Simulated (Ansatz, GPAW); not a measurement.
# Screening of a field by Ta2N(OH)2 MXene monolayer, part 2 of 3

Wanted: the out-of-plane polarisability of Ta2N(OH)2 MXene monolayer.

GPAW 26.7.0 and Ansatz 0.2.0; Ansatz plane waves; layer without images along its normal, relaxation of atoms and in-plane cell (the session's first sound run).

So far. Step 2 (Relaxation): The relaxation lowered the energy of the cell by 0.757 eV.

## Step 3: Plane waves, PBE

The work function is the vacuum plateau of the electrostatic potential less the Fermi level; a dipole layer lets the two faces have plateaus of their own.

This step: GPAW, PAW setups; slab in vacuum (GPAW 26.7.0).

The cell differs from the one that the last finished run ended in (c 37.563 → 22.561 Å).

Input file run.py:

```python
import json
import numpy as np
from ase import Atoms
from gpaw import GPAW, PW

slab = Atoms(
    ['H', 'O', 'Ta', 'N', 'Ta', 'O', 'H'],
    positions=[
        [-0.00000, 1.90232, 8.00000],
        [-0.00000, 1.90232, 8.97995],
        [1.64746, 0.95116, 10.26316],
        [-0.00000, 0.00000, 11.28044],
        [-0.00000, 1.90232, 12.29773],
        [1.64746, 0.95116, 13.58094],
        [1.64746, 0.95116, 14.56089]],
    cell=[[3.29492, 0.0, 0.0], [-1.64746, 2.85348, -0.0], [0.0, -0.0, 22.5609]],
    pbc=[True, True, False],
    magmoms=[0.0, 0.0, 1.0, 0.0, 1.0, 0.0, 0.0])

slab.calc = GPAW(mode=PW(500), xc='PBE', kpts={'size': (12, 12, 1), 'gamma': True},
                 occupations={'name': 'fermi-dirac', 'width': 0.05}, nbands='140%',
                 convergence={'density': 1e-05}, maxiter=200,
                 poissonsolver={'dipolelayer': 'xy'},
                 symmetry={'tolerance': 1e-3}, txt='slab.txt')
result = {}
energy = slab.get_potential_energy()
fermi = slab.calc.get_fermi_level()
v = slab.calc.get_electrostatic_potential().mean((0, 1)) - fermi
n = slab.calc.get_pseudo_density().mean((0, 1))
L = slab.cell[2, 2]
z = np.arange(len(v)) * L / len(v)
low, high = slab.positions[:, 2].min(), slab.positions[:, 2].max()
below, above = np.interp([low - 5.8, high + 5.8], z, v)
slopes = [np.interp(x, z, np.gradient(v, z)) for x in (low - 5.8, high + 5.8)]
eps = np.array([[slab.calc.get_eigenvalues(k, s) for k in range(len(slab.calc.get_ibz_k_points()))]
                for s in range(slab.calc.get_number_of_spins())]) - fermi
top, bottom = eps[eps < 0].max(), eps[eps > 0].min()
dipole = slab.get_dipole_moment()[2]
print(f'energy {energy:.4f} eV, Fermi level {fermi:.4f} eV, dipole {dipole:.5f} e A')
print(f'potential 5.8 A off the faces, from the Fermi level: lower {below:.4f} eV, upper {above:.4f} eV')
print(f'slope of the potential there: lower {slopes[0]:.5f}, upper {slopes[1]:.5f} eV/A')
print(f'nearest levels on the mesh: {top:.4f} and {bottom:.4f} eV')
print('magnetic moment', round(slab.get_magnetic_moment(), 3))
result.update(energy=energy, fermi=fermi, dipole=dipole, below=below, above=above, slopes=slopes, edges=[top, bottom],
              z=z.tolist(), v=v.tolist(), n=n.tolist(), positions=slab.positions.tolist(),
              forces=slab.get_forces(apply_constraint=False).tolist(), moments=slab.get_magnetic_moments().tolist())
json.dump(result, open('result.json', 'w'))
```

On the command line:

```bash
> OMP_NUM_THREADS=1 OPENBLAS_NUM_THREADS=1 python run.py
```

The log of the run:

```text
energy -50.7299 eV, Fermi level 1.8084 eV, dipole -0.00020 e A
potential 5.8 A off the faces, from the Fermi level: lower 2.5269 eV, upper 2.5305 eV
slope of the potential there: lower -0.00221, upper 0.00221 eV/A
nearest levels on the mesh: -0.0630 and 0.0129 eV
magnetic moment 0.0
```

Run time: 3.7 min. Hardware: 1 thread of Arm Neoverse V1, shared host; peak memory 0.38 GiB.

Numbers from this step:

- dipole along the normal: -1.96e-4 e·Å
- levels nearest the Fermi level on the mesh: -0.06299, 0.01294 eV from the Fermi level
- upper work function: 2.530 eV
- lower work function: 2.527 eV
- sum of the site moments: 0 μB

The electrostatic potential energy of an electron (without an applied field's), less the Fermi level, planar mean oscillates, so the rows of the table below give means over windows of 1.5 Å about each position, cut where the curve ends. Its maxima inside the range that stand out by 2 % of the span (Å: eV): 8.3: -0.635, 9.4: -7.55, 10.9: -13.5, 11.7: -13.5, 13.2: -7.55, 14.3: -0.631. Its minima: 8.0: -1.35, 9.0: -10.6, 10.2: -22.9, 11.3: -16.6, 12.3: -22.9, 13.5: -10.6, 14.6: -1.35.

Table of electrostatic potential energy of an electron (without an applied field's), less the Fermi level, planar mean by z; means over each step:

```tsv
z (Å)	electrostatic potential energy of an electron (without an applied field's), less the Fermi level, planar mean (eV)
0.75	2.53
2.25	2.53
3.75	2.52
5.25	2.41
6.75	1.67
8.25	-2.55
9.75	-14.6
11.25	-15.5
12.75	-15.0
14.25	-2.98
15.75	1.61
17.25	2.41
18.75	2.52
20.25	2.53
21.75	2.53
```

The pseudo valence density, planar mean oscillates, so the rows of the table below give means over windows of 1.32 Å about each position, cut where the curve ends. Its maxima inside the range that stand out by 2 % of the span (Å: e/Å³): 9.0: 0.826, 10.3: 1.27, 11.3: 0.822, 12.2: 1.27, 13.5: 0.826. Its minima: 9.6: 0.499, 10.9: 0.791, 11.7: 0.791, 13.0: 0.499.

The pseudo valence density, planar mean by z; means over each step:

```tsv
z (Å)	pseudo valence density, planar mean (e/Å³)
3.30	7.5e-5
4.62	5.1e-4
5.94	0.00269
7.26	0.0305
8.58	0.461
9.90	0.857
11.22	0.835
12.54	0.887
13.86	0.507
15.18	0.0421
16.50	0.00312
17.82	6.0e-4
19.14	9.0e-5
```

Force by atom:

```tsv
atom	x (eV/Å)	y (eV/Å)	z (eV/Å)	size
H1	0.000	0.000	-0.177	0.177
O2	0.000	0.000	0.207	0.207
Ta3	0.000	0.000	-0.116	0.116
N4	0.000	0.000	0.000	0.000
Ta5	0.000	0.000	0.116	0.116
O6	0.000	0.000	-0.207	0.207
H7	0.000	0.000	0.177	0.177
```

The potential is flat to 0.002 eV/Å where it is read, so the vacuum is wide enough. The geometry is the other program's minimum; here the largest force on a free atom is 0.21 eV/Å.

## Step 4: Field on

A uniform field along the normal polarises the slab; the atoms stay fixed, so this is the electronic response alone.

run.py, as its differences from that of step 3:

```diff
@@ -4,2 +4,3 @@
 from gpaw import GPAW, PW
+from gpaw.external import ConstantElectricField
 
@@ -23,2 +24,3 @@
                  poissonsolver={'dipolelayer': 'xy'},
+                 external=ConstantElectricField(-0.2, [0, 0, 1]),
                  symmetry={'tolerance': 1e-3}, txt='slab.txt')
```

The log of the run:

```text
energy -50.7423 eV, Fermi level 1.7948 eV, dipole -0.12337 e A
potential 5.8 A off the faces, from the Fermi level: lower 1.3723 eV, upper 3.7450 eV
slope of the potential there: lower -0.00154, upper 0.00429 eV/A
nearest levels on the mesh: -0.0666 and 0.0143 eV
magnetic moment -0.0
```

Run time: 15 min. Hardware: 1 thread; peak memory 0.84 GiB.

This step gave:

* dipole along the normal: -0.1234 e·Å
* levels nearest the Fermi level on the mesh: -0.06663, 0.01429 eV from the Fermi level
* potential below the slab, the applied field's own ramp left out: 1.372 eV from the Fermi level
* potential above the slab, the applied field's own ramp left out: 3.745 eV from the Fermi level

The electrostatic potential energy of an electron (without an applied field's), less the Fermi level, planar mean oscillates, so the rows of the table below give means over windows of 0.5 Å about each position, cut where the curve ends. Its maxima inside the range that stand out by 2 % of the span (Å: eV): 8.27: -1.28, 9.40: -7.94, 10.90: -13.6, 11.66: -13.4, 13.16: -7.16, 14.29: 0.00378, 22.00: 3.75. Its minima: 7.99: -2.06, 9.02: -11.1, 10.25: -23.1, 11.28: -16.6, 12.31: -22.7, 13.54: -10.1, 14.57: -0.648.

Electrostatic potential energy of an electron (without an applied field's), less the Fermi level, planar mean against z; means over each step:

```tsv
z (Å)	electrostatic potential energy of an electron (without an applied field's), less the Fermi level, planar mean (eV)
0.0	2.13
0.5	1.45
1.0	1.37
1.5	1.37
2.0	1.37
2.5	1.37
3.0	1.37
3.5	1.37
4.0	1.36
4.5	1.35
5.0	1.33
5.5	1.28
6.0	1.18
6.5	0.976
7.0	0.569
7.5	-0.349
8.0	-1.70
8.5	-2.87
9.0	-9.69
9.5	-9.49
10.0	-19.1
10.5	-20.0
11.0	-14.6
11.5	-14.7
12.0	-18.8
12.5	-19.7
13.0	-9.45
13.5	-8.87
14.0	-2.50
14.5	-0.324
15.0	1.10
15.5	2.34
16.0	2.96
16.5	3.32
17.0	3.51
17.5	3.62
18.0	3.68
18.5	3.71
19.0	3.73
19.5	3.74
20.0	3.74
20.5	3.75
21.0	3.75
21.5	3.75
22.0	3.71
```

Force by atom:

```tsv
atom	x (eV/Å)	y (eV/Å)	z (eV/Å)	size
H1	0.000	0.000	-0.141	0.141
O2	0.000	0.000	0.149	0.149
Ta3	0.000	0.000	-0.086	0.086
N4	0.000	0.000	-0.018	0.018
Ta5	0.000	0.000	0.140	0.140
O6	0.000	0.000	-0.256	0.256
H7	0.000	0.000	0.208	0.208
```

The dipole is now -0.123 e Å, against -2.0e-4 in the run without a field.

## Step 5: Field on

run.py, as its differences from that of step 4:

```diff
@@ -24,3 +24,3 @@
                  poissonsolver={'dipolelayer': 'xy'},
-                 external=ConstantElectricField(-0.2, [0, 0, 1]),
+                 external=ConstantElectricField(-0.1, [0, 0, 1]),
                  symmetry={'tolerance': 1e-3}, txt='slab.txt')
```

The log of the run:

```text
energy -50.7330 eV, Fermi level 1.8052 eV, dipole -0.06156 e A
potential 5.8 A off the faces, from the Fermi level: lower 1.9437 eV, upper 3.1278 eV
slope of the potential there: lower -0.00178, upper 0.00296 eV/A
nearest levels on the mesh: -0.0639 and 0.0133 eV
magnetic moment 0.0
```

It took 15 min on 1 thread; peak memory 0.85 GiB.

Numbers from this step:

| Property | Result |
| --- | --- |
| dipole along the normal | -0.06156 e·Å |
| levels nearest the Fermi level on the mesh | -0.06394, 0.01328 eV from the Fermi level |
| potential below the slab, the applied field's own ramp left out | 1.944 eV from the Fermi level |
| potential above the slab, the applied field's own ramp left out | 3.128 eV from the Fermi level |

The electrostatic potential energy of an electron (without an applied field's), less the Fermi level, planar mean oscillates, so the rows of the table below give means over windows of 1.5 Å about each position, cut where the curve ends. Its maxima inside the range that stand out by 2 % of the span (Å: eV): 8.3: -0.954, 9.4: -7.74, 10.9: -13.5, 11.7: -13.5, 13.2: -7.36, 14.3: -0.313. Its minima: 8.0: -1.71, 9.0: -10.8, 10.2: -23.0, 11.3: -16.6, 12.3: -22.8, 13.5: -10.4, 14.6: -0.999.

The electrostatic potential energy of an electron (without an applied field's), less the Fermi level, planar mean by z; means over each step:

z (Å), electrostatic potential energy of an electron (without an applied field's), less the Fermi level, planar mean (eV) and a bar from the least value:
```
     0.75        2.0 ############################
     2.25        1.9 ############################
     3.75        1.9 ############################
     5.25        1.9 ############################
     6.75        1.2 ###########################
     8.25       -2.9 ####################
     9.75      -14.7 #
    11.25      -15.5 
    12.75      -14.8 #
    14.25       -2.7 #####################
    15.75        2.1 ############################
    17.25        3.0 ##############################
    18.75        3.1 ##############################
    20.25        3.1 ##############################
    21.75        3.1 ##############################
```

Force by atom:

```tsv
atom	x (eV/Å)	y (eV/Å)	z (eV/Å)	size
H1	0.000	0.000	-0.160	0.160
O2	0.000	0.000	0.179	0.179
Ta3	0.000	0.000	-0.102	0.102
N4	0.000	0.000	-0.009	0.009
Ta5	0.000	0.000	0.129	0.129
O6	0.000	0.000	-0.233	0.233
H7	0.000	0.000	0.193	0.193
```

The dipole is now -0.0616 e Å, against -2.0e-4 in the run without a field.

## Step 6: Field on

run.py, as its differences from that of step 5:

```diff
@@ -24,3 +24,3 @@
                  poissonsolver={'dipolelayer': 'xy'},
-                 external=ConstantElectricField(-0.1, [0, 0, 1]),
+                 external=ConstantElectricField(-0.05, [0, 0, 1]),
                  symmetry={'tolerance': 1e-3}, txt='slab.txt')
```

The log of the run:

```text
energy -50.7307 eV, Fermi level 1.8075 eV, dipole -0.03076 e A
potential 5.8 A off the faces, from the Fermi level: lower 2.2347 eV, upper 2.8265 eV
slope of the potential there: lower -0.00196, upper 0.00253 eV/A
nearest levels on the mesh: -0.0632 and 0.0131 eV
magnetic moment -0.0
```

Run time: 15 min. Hardware: 1 thread; peak memory 0.85 GiB.

The electrostatic potential energy of an electron (without an applied field's), less the Fermi level, planar mean oscillates, so the rows of the table below give means over windows of 1.5 Å about each position, cut where the curve ends. Its maxima inside the range that stand out by 2 % of the span (Å: eV): 8.3: -0.794, 9.4: -7.65, 10.9: -13.5, 11.7: -13.5, 13.2: -7.45, 14.3: -0.473. Its minima: 8.0: -1.53, 9.0: -10.7, 10.2: -23.0, 11.3: -16.6, 12.3: -22.9, 13.5: -10.5, 14.6: -1.18.

Electrostatic potential energy of an electron (without an applied field's), less the Fermi level, planar mean against z; means over each step:

```tsv
z (Å)	electrostatic potential energy of an electron (without an applied field's), less the Fermi level, planar mean (eV)
0.75	2.27
2.25	2.23
3.75	2.22
5.25	2.13
6.75	1.43
8.25	-2.71
9.75	-14.7
11.25	-15.5
12.75	-14.9
14.25	-2.82
15.75	1.84
17.25	2.69
18.75	2.81
20.25	2.83
21.75	2.81
```

## Step 7: In a field

run.py, as its differences from that of step 6:

```diff
@@ -24,3 +24,3 @@
                  poissonsolver={'dipolelayer': 'xy'},
-                 external=ConstantElectricField(-0.05, [0, 0, 1]),
+                 external=ConstantElectricField(0.05, [0, 0, 1]),
                  symmetry={'tolerance': 1e-3}, txt='slab.txt')
```

The log of the run:

```text
energy -50.7307 eV, Fermi level 1.8075 eV, dipole 0.03076 e A
potential 5.8 A off the faces, from the Fermi level: lower 2.8265 eV, upper 2.2347 eV
slope of the potential there: lower -0.00253, upper 0.00196 eV/A
nearest levels on the mesh: -0.0632 and 0.0131 eV
magnetic moment -0.0
```

The job ended after 15 min (1 thread; peak memory 0.84 GiB).

The electrostatic potential energy of an electron (without an applied field's), less the Fermi level, planar mean oscillates, so the rows of the table below give means over windows of 1.5 Å about each position, cut where the curve ends. Its maxima inside the range that stand out by 2 % of the span (Å: eV): 8.3: -0.473, 9.4: -7.45, 10.9: -13.5, 11.7: -13.5, 13.2: -7.65, 14.3: -0.794. Its minima: 8.0: -1.18, 9.0: -10.5, 10.2: -22.9, 11.3: -16.6, 12.3: -23.0, 13.5: -10.7, 14.6: -1.53.

Table of electrostatic potential energy of an electron (without an applied field's), less the Fermi level, planar mean by z; means over each step:

z (Å), electrostatic potential energy of an electron (without an applied field's), less the Fermi level, planar mean (eV) and a bar from the least value:
```
     0.75        2.8 ##############################
     2.25        2.8 ##############################
     3.75        2.8 ##############################
     5.25        2.7 ##############################
     6.75        1.9 #############################
     8.25       -2.4 #####################
     9.75      -14.5 ##
    11.25      -15.5 
    12.75      -15.0 #
    14.25       -3.1 ####################
    15.75        1.4 ############################
    17.25        2.1 #############################
    18.75        2.2 #############################
    20.25        2.2 #############################
    21.75        2.3 #############################
```

## Step 8: In a field

run.py, as its differences from that of step 7:

```diff
@@ -24,3 +24,3 @@
                  poissonsolver={'dipolelayer': 'xy'},
-                 external=ConstantElectricField(0.05, [0, 0, 1]),
+                 external=ConstantElectricField(0.1, [0, 0, 1]),
                  symmetry={'tolerance': 1e-3}, txt='slab.txt')
```

The log of the run:

```text
energy -50.7330 eV, Fermi level 1.8052 eV, dipole 0.06156 e A
potential 5.8 A off the faces, from the Fermi level: lower 3.1278 eV, upper 1.9437 eV
slope of the potential there: lower -0.00296, upper 0.00177 eV/A
nearest levels on the mesh: -0.0639 and 0.0133 eV
magnetic moment 0.0
```

The job ended after 15 min (1 thread; peak memory 0.85 GiB).

The electrostatic potential energy of an electron (without an applied field's), less the Fermi level, planar mean oscillates, so the rows of the table below give means over windows of 1.5 Å about each position, cut where the curve ends. Its maxima inside the range that stand out by 2 % of the span (Å: eV): 0.6: 3.13, 8.3: -0.313, 9.4: -7.36, 10.9: -13.5, 11.7: -13.5, 13.2: -7.74, 14.3: -0.954. Its minima: 8.0: -0.999, 9.0: -10.4, 10.2: -22.8, 11.3: -16.6, 12.3: -23.0, 13.5: -10.8, 14.6: -1.71.

Electrostatic potential energy of an electron (without an applied field's), less the Fermi level, planar mean against z; means over each step:

```tsv
z (Å)	electrostatic potential energy of an electron (without an applied field's), less the Fermi level, planar mean (eV)
0.75	3.05
2.25	3.13
3.75	3.11
5.25	2.99
6.75	2.16
8.25	-2.22
9.75	-14.4
11.25	-15.5
12.75	-15.1
14.25	-3.30
15.75	1.12
17.25	1.84
18.75	1.93
20.25	1.94
21.75	1.99
```

The dipole is now 0.0616 e Å, against -2.0e-4 in the run without a field.

## Step 9: Field on

run.py, as its differences from that of step 8:

```diff
@@ -24,3 +24,3 @@
                  poissonsolver={'dipolelayer': 'xy'},
-                 external=ConstantElectricField(0.1, [0, 0, 1]),
+                 external=ConstantElectricField(0.2, [0, 0, 1]),
                  symmetry={'tolerance': 1e-3}, txt='slab.txt')
```

The log of the run:

```text
energy -50.7423 eV, Fermi level 1.7948 eV, dipole 0.12337 e A
potential 5.8 A off the faces, from the Fermi level: lower 3.7450 eV, upper 1.3723 eV
slope of the potential there: lower -0.00429, upper 0.00154 eV/A
nearest levels on the mesh: -0.0666 and 0.0143 eV
magnetic moment -0.0
```

Run time: 15 min. Hardware: 1 thread; peak memory 0.84 GiB.

[end of part 2 of 3]

[Logs are printed without paths, hosts, clocks, repeated set-up lines and the standing remarks that a program may print on its own settings, such as how far it seeks lower states.]

[Hosts, paths, dates, database ids (printed as entryN), source tags and the programs' standing remarks are cut or masked in the printed files.]
